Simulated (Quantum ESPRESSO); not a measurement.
# Wannier-interpolated electron–phonon scattering in TiC (Fm-3m), part 2 of 6

Wanted: λ, Tc and ρ(T) of TiC (Fm-3m) from Quantum ESPRESSO and EPW.

Quantum ESPRESSO 7.5; DFT PBE, scalar-relativistic, plane waves, PseudoDojo 0.4.1 norm-conserving pseudopotentials.

So far. Step 2 (Relaxation): The volume ends at 10.17 Å³ an atom, +1.0 % from the start. Step 3 (Ground state): The Fermi level lies at 14.71 eV and the pressure is 0.011 GPa.

## 4. Phonons on the coarse mesh

ph.x gives the dynamical matrices and the changes of the potential on a coarse q mesh, which EPW interpolates.

ph.in reads:

```
phonons
&inputph
   prefix = 'x'
   outdir = './tmp'
   tr2_ph = 1.0d-14
   fildyn = 'x.dyn'
   fildvscf = 'dvscf'
   ldisp = .true.
   nq1 = 3
   nq2 = 3
   nq3 = 3
   alpha_mix(1) = 0.5
   amass(1) = 47.867
   amass(2) = 12.011
/
```

Command:

```bash
> OMP_NUM_THREADS=1 mpirun -n 8 ph.x -nk 8 -in ph.in > ph.out
```

Output:

```text
[banner, memory and clock lines left out]
Program PHONON v.7.5

     ./tmp/x.save/

     IMPORTANT: XC functional enforced from input :
     Exchange-correlation= PBE
                           (   1   4   3   4   0   0   0)
     Any further DFT definition will be discarded
     Please, verify this is what you really want

     G-vector sticks info

     Reading collected, re-writing distributed wavefunctions in ./tmp/

     Dynamical matrices for ( 3, 3, 3)  uniform grid of q-points
     (   4 q-points):
       N         xq(1)         xq(2)         xq(3)
       1   0.000000000   0.000000000   0.000000000
       2   0.235702260   0.235702260  -0.235702260
       3   0.471404521   0.000000000  -0.000000000
       4  -0.000000000  -0.471404521   0.471404521

     Number and degeneracy of irreps per q-point
       N         xq(1)         xq(2)         xq(3)   N irreps
       1   0.000000000   0.000000000   0.000000000       2
        3   3
       2   0.235702260   0.235702260  -0.235702260       4
        1   1   2   2
       3   0.471404521   0.000000000  -0.000000000       4
        1   1   2   2
       4  -0.000000000  -0.471404521   0.471404521       6
     No degeneracy

     Saving dvscf to file. Distribute only q points, not irreducible representations.

     Calculation of q =    0.0000000   0.0000000   0.0000000

     phonons

     bravais-lattice index     =            0
     lattice parameter (alat)  =       5.7901  a.u.
     unit-cell volume          =     137.2570 (a.u.)^3
     number of atoms/cell      =            2
     number of atomic types    =            2
     kinetic-energy cut-off    =      84.0000  Ry
     charge density cut-off    =     336.0000  Ry
     convergence threshold     =      1.0E-14
     beta                      =       0.5000
     number of iterations used =            4
     Exchange-correlation= PBE
                           (   1   4   3   4   0   0   0)

     celldm(1)=    5.79006  celldm(2)=    0.00000  celldm(3)=    0.00000
     celldm(4)=    0.00000  celldm(5)=    0.00000  celldm(6)=    0.00000

     crystal axes: (cart. coord. in units of alat)
               a(1) = (  0.0000  0.7071  0.7071 )
               a(2) = (  0.7071  0.0000  0.7071 )
               a(3) = (  0.7071  0.7071  0.0000 )

     reciprocal axes: (cart. coord. in units 2 pi/alat)
               b(1) = ( -0.7071  0.7071  0.7071 )
               b(2) = (  0.7071 -0.7071  0.7071 )
               b(3) = (  0.7071  0.7071 -0.7071 )

     Atoms inside the unit cell:

     Cartesian axes

     site n.  atom      mass           positions (alat units)
        1  Ti     47.8670   tau(    1) = (    0.00000    0.00000    0.00000  )
        2  C      12.0110   tau(    2) = (    0.70711    0.70711    0.70711  )

     Computing dynamical matrix for
                    q = (   0.0000000   0.0000000   0.0000000 )

     49 Sym.Ops. (with q -> -q+G )

     G cutoff =  285.3290  (  14211 G-vectors)     FFT grid: ( 36, 36, 36)

     number of k points=    35  Marzari-Vanderbilt smearing, width (Ry)=  0.0200

     PseudoPot. # 1 for Ti read from file:
     ./pseudo/Ti.upf
     Pseudo is Norm-conserving + core correction, Zval = 12.0
     Using radial grid of 1586 points,  6 beta functions with:
                l(1) =   0
                l(2) =   0
                l(3) =   1
                l(4) =   1
                l(5) =   2
                l(6) =   2

     PseudoPot. # 2 for C  read from file:
     ./pseudo/C.upf
     Pseudo is Norm-conserving + core correction, Zval =  4.0
     Using radial grid of 1248 points,  4 beta functions with:
                l(1) =   0
                l(2) =   0
                l(3) =   1
                l(4) =   1

     Mode symmetry, O_h (m-3m)  point group:

     Atomic displacements:
     There are    2 irreducible representations

     Representation     1      3 modes -  To be done

     Representation     2      3 modes -  To be done

     Alpha used in Ewald sum =   2.8000

     Representation #   1 modes #   1   2   3

     Self-consistent Calculation

     Pert. #  1: Fermi energy shift (Ry) =     3.0158E-26     4.7020E-37
     Pert. #  2: Fermi energy shift (Ry) =     1.9387E-26    -4.2318E-37
     Pert. #  3: Fermi energy shift (Ry) =     2.1541E-26     6.2693E-38

      thresh= 1.000E-02 alpha_mix =  0.500 |ddv_scf|^2 =  1.915E-07

     Pert. #  1: Fermi energy shift (Ry) =    -2.5849E-26     1.9592E-39
     Pert. #  2: Fermi energy shift (Ry) =    -2.1541E-27     9.7958E-40
     Pert. #  3: Fermi energy shift (Ry) =    -2.1541E-27    -3.9183E-39

      thresh= 4.376E-05 alpha_mix =  0.500 |ddv_scf|^2 =  8.051E-09

     Pert. #  1: Fermi energy shift (Ry) =     1.1740E-25     4.8979E-40
     Pert. #  2: Fermi energy shift (Ry) =    -3.3389E-26     1.5918E-39
     Pert. #  3: Fermi energy shift (Ry) =    -1.5079E-26     2.4489E-40

      thresh= 8.973E-06 alpha_mix =  0.500 |ddv_scf|^2 =  3.006E-10

     Pert. #  1: Fermi energy shift (Ry) =    -2.1541E-27     1.2245E-40
     Pert. #  2: Fermi energy shift (Ry) =     3.7697E-26     7.6530E-41
     Pert. #  3: Fermi energy shift (Ry) =     8.6165E-27     1.9898E-40

      thresh= 1.734E-06 alpha_mix =  0.500 |ddv_scf|^2 =  2.364E-11

     Pert. #  1: Fermi energy shift (Ry) =     2.6926E-26    -1.6837E-40
     Pert. #  2: Fermi energy shift (Ry) =    -1.1848E-26    -8.4183E-41
     Pert. #  3: Fermi energy shift (Ry) =    -5.3853E-27     2.1428E-40

      thresh= 4.863E-07 alpha_mix =  0.500 |ddv_scf|^2 =  1.098E-13

     Pert. #  1: Fermi energy shift (Ry) =     9.5858E-26     4.5918E-41
[...]
thresh= 3.313E-08 alpha_mix =  0.500 |ddv_scf|^2 =  6.102E-16

     End of self-consistent calculation

     Convergence has been achieved

     Representation #   2 modes #   4   5   6

     Self-consistent Calculation

[...]
thresh= 1.000E-02 alpha_mix =  0.500 |ddv_scf|^2 =  4.380E-06

[...]
thresh= 2.093E-04 alpha_mix =  0.500 |ddv_scf|^2 =  2.819E-08

[...]
thresh= 1.679E-05 alpha_mix =  0.500 |ddv_scf|^2 =  3.308E-09

[...]
Pert. #  2: Fermi energy shift (Ry) =     5.3853E-27     1.1020E-39
     Pert. #  3: Fermi energy shift (Ry) =     2.0464E-26     2.0816E-39

      thresh= 5.751E-06 alpha_mix =  0.500 |ddv_scf|^2 =  1.951E-11

     Pert. #  1: Fermi energy shift (Ry) =    -6.4623E-27    -2.6785E-41
     Pert. #  2: Fermi energy shift (Ry) =    -2.1541E-27    -7.6530E-42
     Pert. #  3: Fermi energy shift (Ry) =     1.1848E-26     3.0612E-41

      thresh= 4.417E-07 alpha_mix =  0.500 |ddv_scf|^2 =  9.295E-13

[...]
reciprocal axes: (cart. coord. in units 2 pi/alat)
               b(1) = ( -0.707107  0.707107  0.707107 )
               b(2) = (  0.707107 -0.707107  0.707107 )
               b(3) = (  0.707107  0.707107 -0.707107 )

     PseudoPot. # 1 for Ti read from file:
     ./pseudo/Ti.upf
     Pseudo is Norm-conserving + core correction, Zval = 12.0
     Using radial grid of 1586 points,  6 beta functions with:
                l(1) =   0
                l(2) =   0
                l(3) =   1
                l(4) =   1
                l(5) =   2
                l(6) =   2

     PseudoPot. # 2 for C  read from file:
     ./pseudo/C.upf
     Pseudo is Norm-conserving + core correction, Zval =  4.0
     Using radial grid of 1248 points,  4 beta functions with:
[...]
atomic species   valence    mass     pseudopotential
     Ti               12.00    47.86700     Ti( 1.00)
     C                 4.00    12.01100     C ( 1.00)

     48 Sym. Ops., with inversion, found

   Cartesian axes

     site n.     atom                  positions (alat units)
         1        Ti     tau(   1) = (   0.0000000   0.0000000   0.0000000  )
         2        C      tau(   2) = (   0.7071068   0.7071068   0.7071068  )

     number of k points=   450  Marzari-Vanderbilt smearing, width (Ry)=  0.0200

     Number of k-points >= 100: set verbosity='high' to print them.

     Dense  grid:    14211 G-vectors     FFT dimensions: (  36,  36,  36)

     The potential is recalculated from file :
     ./tmp/_ph0/x.q_4/x.save/charge-density

     Starting wfcs are   14 atomic wfcs

     Band Structure Calculation
     Davidson diagonalization with overlap

     ethr =  6.25E-11,  avg # of iterations = 16.0

     End of band structure calculation

     Number of k-points >= 100: set verbosity='high' to print the bands.

     the Fermi energy is    14.7066 ev

     Writing config to output data dir ./tmp/_ph0/x.q_4/x.save/ :
     XML data file

     phonons

     bravais-lattice index     =            0
     lattice parameter (alat)  =       5.7901  a.u.
     unit-cell volume          =     137.2570 (a.u.)^3
     number of atoms/cell      =            2
     number of atomic types    =            2
     kinetic-energy cut-off    =      84.0000  Ry
     charge density cut-off    =     336.0000  Ry
     convergence threshold     =      1.0E-14
     beta                      =       0.5000
     number of iterations used =            4
     Exchange-correlation= PBE
                           (   1   4   3   4   0   0   0)

     celldm(1)=    5.79006  celldm(2)=    0.00000  celldm(3)=    0.00000
     celldm(4)=    0.00000  celldm(5)=    0.00000  celldm(6)=    0.00000

     crystal axes: (cart. coord. in units of alat)
               a(1) = (  0.0000  0.7071  0.7071 )
               a(2) = (  0.7071  0.0000  0.7071 )
               a(3) = (  0.7071  0.7071  0.0000 )

     reciprocal axes: (cart. coord. in units 2 pi/alat)
               b(1) = ( -0.7071  0.7071  0.7071 )
               b(2) = (  0.7071 -0.7071  0.7071 )
               b(3) = (  0.7071  0.7071 -0.7071 )

     Atoms inside the unit cell:

     Cartesian axes

     site n.  atom      mass           positions (alat units)
        1  Ti     47.8670   tau(    1) = (    0.00000    0.00000    0.00000  )
        2  C      12.0110   tau(    2) = (    0.70711    0.70711    0.70711  )

     Computing dynamical matrix for
                    q = (  -0.0000000  -0.4714045   0.4714045 )

      4 Sym.Ops. (no q -> -q+G )

     G cutoff =  285.3290  (  14211 G-vectors)     FFT grid: ( 36, 36, 36)

     number of k points=   450  Marzari-Vanderbilt smearing, width (Ry)=  0.0200

     PseudoPot. # 1 for Ti read from file:
     ./pseudo/Ti.upf
     Pseudo is Norm-conserving + core correction, Zval = 12.0
     Using radial grid of 1586 points,  6 beta functions with:
[...]
l(3) =   1
                l(4) =   1
                l(5) =   2
                l(6) =   2

     PseudoPot. # 2 for C  read from file:
     ./pseudo/C.upf
     Pseudo is Norm-conserving + core correction, Zval =  4.0
     Using radial grid of 1248 points,  4 beta functions with:
                l(1) =   0
                l(2) =   0
                l(3) =   1
                l(4) =   1

     Mode symmetry, C_2v (mm2)  point group:

     Atomic displacements:
     There are    6 irreducible representations

     Representation     1      1 modes -  To be done

     Representation     2      1 modes -  To be done

     Representation     3      1 modes -  To be done

     Representation     4      1 modes -  To be done

     Representation     5      1 modes -  To be done

     Representation     6      1 modes -  To be done

     Alpha used in Ewald sum =   2.8000

     Representation #   1 mode #   1

     Self-consistent Calculation

[...]
End of self-consistent calculation

     Convergence has been achieved

     Representation #   2 mode #   2

     Self-consistent Calculation

[...]
End of self-consistent calculation

     Convergence has been achieved

     Representation #   3 mode #   3

     Self-consistent Calculation

[...]
End of self-consistent calculation

     Convergence has been achieved

     Representation #   4 mode #   4

     Self-consistent Calculation

[...]
End of self-consistent calculation

     Convergence has been achieved

     Representation #   5 mode #   5

     Self-consistent Calculation

[...]
End of self-consistent calculation

     Convergence has been achieved

     Representation #   6 mode #   6

     Self-consistent Calculation

      thresh= 1.000E-02 alpha_mix =  0.500 |ddv_scf|^2 =  1.987E-04

      thresh= 1.410E-03 alpha_mix =  0.500 |ddv_scf|^2 =  1.324E-05

      thresh= 3.639E-04 alpha_mix =  0.500 |ddv_scf|^2 =  6.474E-08

      thresh= 2.544E-05 alpha_mix =  0.500 |ddv_scf|^2 =  2.666E-09

      thresh= 5.164E-06 alpha_mix =  0.500 |ddv_scf|^2 =  2.744E-11

      thresh= 5.238E-07 alpha_mix =  0.500 |ddv_scf|^2 =  2.807E-12

      thresh= 1.675E-07 alpha_mix =  0.500 |ddv_scf|^2 =  5.399E-14

      thresh= 2.324E-08 alpha_mix =  0.500 |ddv_scf|^2 =  5.584E-16

     End of self-consistent calculation

     Convergence has been achieved

     Number of q in the star =   12
     List of q in the star:
          1  -0.000000000  -0.471404521   0.471404521
          2   0.000000000   0.471404521   0.471404521
          3  -0.000000000  -0.471404521  -0.471404521
          4   0.471404521   0.471404521   0.000000000
          5  -0.471404521   0.471404521   0.000000000
          6   0.471404521  -0.471404521   0.000000000
          7  -0.471404521  -0.471404521  -0.000000000
          8   0.000000000   0.471404521  -0.471404521
          9   0.471404521  -0.000000000  -0.471404521
         10   0.471404521   0.000000000   0.471404521
         11  -0.471404521   0.000000000  -0.471404521
         12  -0.471404521  -0.000000000   0.471404521

     Diagonalizing the dynamical matrix

     q = (   -0.000000000  -0.471404521   0.471404521 )

 **************************************************************************
     freq (    1) =       8.227421 [THz] =     274.437215 [cm-1]
     freq (    2) =       9.750242 [THz] =     325.233062 [cm-1]
     freq (    3) =      11.525601 [THz] =     384.452655 [cm-1]
     freq (    4) =      16.981852 [THz] =     566.453626 [cm-1]
     freq (    5) =      17.496269 [THz] =     583.612725 [cm-1]
     freq (    6) =      19.875654 [THz] =     662.980471 [cm-1]
 **************************************************************************

     Mode symmetry, C_2v (mm2)  point group:

     freq (   1-   1) =        274.4  [cm-1]   --> B_1  D_3  S_3
     freq (   2-   2) =        325.2  [cm-1]   --> B_2  D_4  S_4
     freq (   3-   3) =        384.5  [cm-1]   --> A_1  D_1  S_1
     freq (   4-   4) =        566.5  [cm-1]   --> B_1  D_3  S_3
     freq (   5-   5) =        583.6  [cm-1]   --> B_2  D_4  S_4
     freq (   6-   6) =        663.0  [cm-1]   --> A_1  D_1  S_1
```

Run time: 15 min. Hardware: 8 MPI ranks of Arm Neoverse N1, shared host.

Numbers from this step:

```
lowest frequency off the zone centre                                            : 223.6 cm⁻¹
largest magnitude of the acoustic modes at the zone centre, before the sum rule : 12.41 cm⁻¹
```

Frequencies at the irreducible wavevectors:

```
q1      q2       q3  star  mode 1 (cm⁻¹)  mode 2 (cm⁻¹)  mode 3 (cm⁻¹)  mode 4 (cm⁻¹)  mode 5 (cm⁻¹)  mode 6 (cm⁻¹)
 0       0        0     1           12.4           12.4           12.4          515.4          515.4          515.4
 0       0   0.3333     8          223.6          223.6          380.1          551.6          551.6          693.3
 0  0.3333   0.3333     6          252.2          252.2          333.7          505.8          505.8            625
 0  0.3333  -0.3333    12          274.4          325.2          384.5          566.5          583.6            663
```

The lowest mode off the zone centre lies at 224 cm⁻¹ and the highest of all solved modes at 693 cm⁻¹, so the solved wavevectors are stable. The acoustic modes at the centre lie within 12 cm⁻¹ of zero before the sum rule is imposed.

## 5. Bands for the check

Bands on a path serve later as the test of the Wannier interpolation; inside the frozen window, points that lie on the coarse mesh match by construction, and those between them test it.

bands.in reads:

```
&control
   calculation = 'bands'
   prefix = 'x'
   outdir = './tmp'
   pseudo_dir = './pseudo'
   verbosity = 'high'
/
&system
   ibrav = 0
   nat = 2
   ntyp = 2
   ecutwfc = 84.0
   occupations = 'smearing'
   smearing = 'mv'
   degauss = 0.02
   nbnd = 41
/
&electrons
   conv_thr = 1.0d-10
/
ATOMIC_SPECIES
 Ti     47.8670  Ti.upf
 C      12.0110  C.upf
CELL_PARAMETERS angstrom
     0.000000000    2.166552900    2.166552900
     2.166552900    0.000000000    2.166552900
     2.166552900    2.166552900    0.000000000
ATOMIC_POSITIONS crystal
 Ti     0.000000000   0.000000000   0.000000000
 C      0.500000000   0.500000000   0.500000000
K_POINTS crystal
40
 0.37500000 0.37500000 0.75000000 0.02500000
 0.34615385 0.34615385 0.69230769 0.02500000
 0.31730769 0.31730769 0.63461538 0.02500000
 0.28846154 0.28846154 0.57692308 0.02500000
[the list of k-points goes on]
```

Command:

```bash
> OMP_NUM_THREADS=1 mpirun -n 8 pw.x -nk 8 -in bands.in > bands.out
```

Output:

```text
[banner, memory and clock lines left out]
[...]
number of Kohn-Sham states=           41
```

It took 11 s on 8 MPI ranks; 90 s of CPU time.

## 6. States on the coarse mesh

Wannier functions need the states on a full uniform k mesh, and the couplings need it to be a multiple of the q mesh.

nscf.in reads:

```
&control
   calculation = 'nscf'
   prefix = 'x'
   outdir = './tmp'
   pseudo_dir = './pseudo'
   verbosity = 'high'
/
&system
   ibrav = 0
   nat = 2
   ntyp = 2
   ecutwfc = 84.0
   occupations = 'smearing'
   smearing = 'mv'
   degauss = 0.02
   nbnd = 41
/
&electrons
   conv_thr = 1.0d-11
/
ATOMIC_SPECIES
 Ti     47.8670  Ti.upf
 C      12.0110  C.upf
CELL_PARAMETERS angstrom
     0.000000000    2.166552900    2.166552900
     2.166552900    0.000000000    2.166552900
     2.166552900    2.166552900    0.000000000
ATOMIC_POSITIONS crystal
 Ti     0.000000000   0.000000000   0.000000000
 C      0.500000000   0.500000000   0.500000000
K_POINTS crystal
729
 0.00000000 0.00000000 0.00000000 0.00137174
 0.00000000 0.00000000 0.11111111 0.00137174
 0.00000000 0.00000000 0.22222222 0.00137174
 0.00000000 0.00000000 0.33333333 0.00137174
[the list of k-points goes on]
```

Command:

```bash
> OMP_NUM_THREADS=1 mpirun -n 8 pw.x -nk 8 -in nscf.in > nscf.out
```

Output:

```text
[banner, memory and clock lines left out]
[...]
number of Kohn-Sham states=           41
     the Fermi energy is    14.7066 ev
```

Wall time 3.2 min (8 MPI ranks).

[end of part 2 of 6]

[The logs of pw.x and epw.x are selected lines.]

[Logs are printed without paths, hosts, clocks, repeated set-up lines and the standing remarks that a program may print on its own settings, such as how far it seeks lower states.]

[Hosts, paths, dates, database ids (printed as entryN), source tags and the programs' standing remarks are cut or masked in the printed files.]
